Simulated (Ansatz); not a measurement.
**WC (P-6m2): the Drude term of Re ε in the infrared**

Re ε of WC (P-6m2) along x at low photon energies is read from one computed spectrum; the carriers' damping was typed as γ = 0.05 eV. x, y and z are the Cartesian axes of the input cell.

It takes space group P-6m2 (No. 187, hexagonal). Conventional cell: a = 2.907 Å, b = 2.907 Å, c = 2.837 Å, α = 90.00°, β = 90.00°, γ = 120.00°. W on site a has 6 C at 2.20 Å as nearest neighbours. C on site f has 6 W at 2.20 Å as nearest neighbours.

Method: Ansatz 0.2.0, PBE, independent particles, k-mesh 18×18×15 with interpolation inside its cells, Gaussian parameter 0.1 eV.

Launch of the response step: `ansatz run input.yaml --threads 4 --pin off --max-ram 8192MiB --backend cpu --events-out ev --progress --plain --runs-dir out`. The run took 28 s, on 4 threads of Intel(R) Xeon(R) Platinum 8559C (Emerald Rapids), on a shared host.

| photon energy E (eV) | wavelength (µm) | Re ε |
| --- | --- | --- |
| 0.25 | 4.96 | -135.7 |
| 0.30 | 4.13 | -87.9 |
| 0.35 | 3.54 | ? |
| 0.40 | 3.10 | -39.4 |
| 0.50 | 2.48 | -16.6 |
| 0.60 | 2.07 | -4.2 |
| 0.70 | 1.77 | 3.4 |

A Drude term over a constant background gives Re ε = ε_b − ωp²/(E² + γ²), linear in 1/(E² + γ²).

Working, on the rows shown:

| x = 1/(E² + γ²) (eV⁻²) | y = Re ε |
| --- | --- |
| 15.3846 | -135.7 |
| 10.8108 | -87.9 |
| 6.15385 | -39.4 |
| 3.9604 | -16.6 |
| 2.75862 | -4.2 |
| 2.03046 | 3.4 |

Means: x̄ = 6.8498, ȳ = -46.733. Σ(x − x̄)(y − ȳ) = -1430, Σ(x − x̄)² = 137.3. Slope = -1430 / 137.3 = -10.41; intercept = ȳ − slope · x̄ = 24.601. The line misses the rows shown by at most 0.086.

Predict the last column of the withheld row from the fit.

At x = 8 the line gives y = -58.712. The run gave -58.6, so the interpolation is off by 0.11, 0.1 % of the range in the table.

Refitted with all rows, the slope is -10.41 and the intercept 24.612. These give ωp = √(−slope) = 3.23 eV, against 3.25 eV from the program's Fermi-surface sum, and a background ε_b = 24.6 from interband transitions. The values come from a sum over the points of one k-mesh and carry its error, which is largest for Fermi-surface quantities. Spin-orbit coupling is left out.
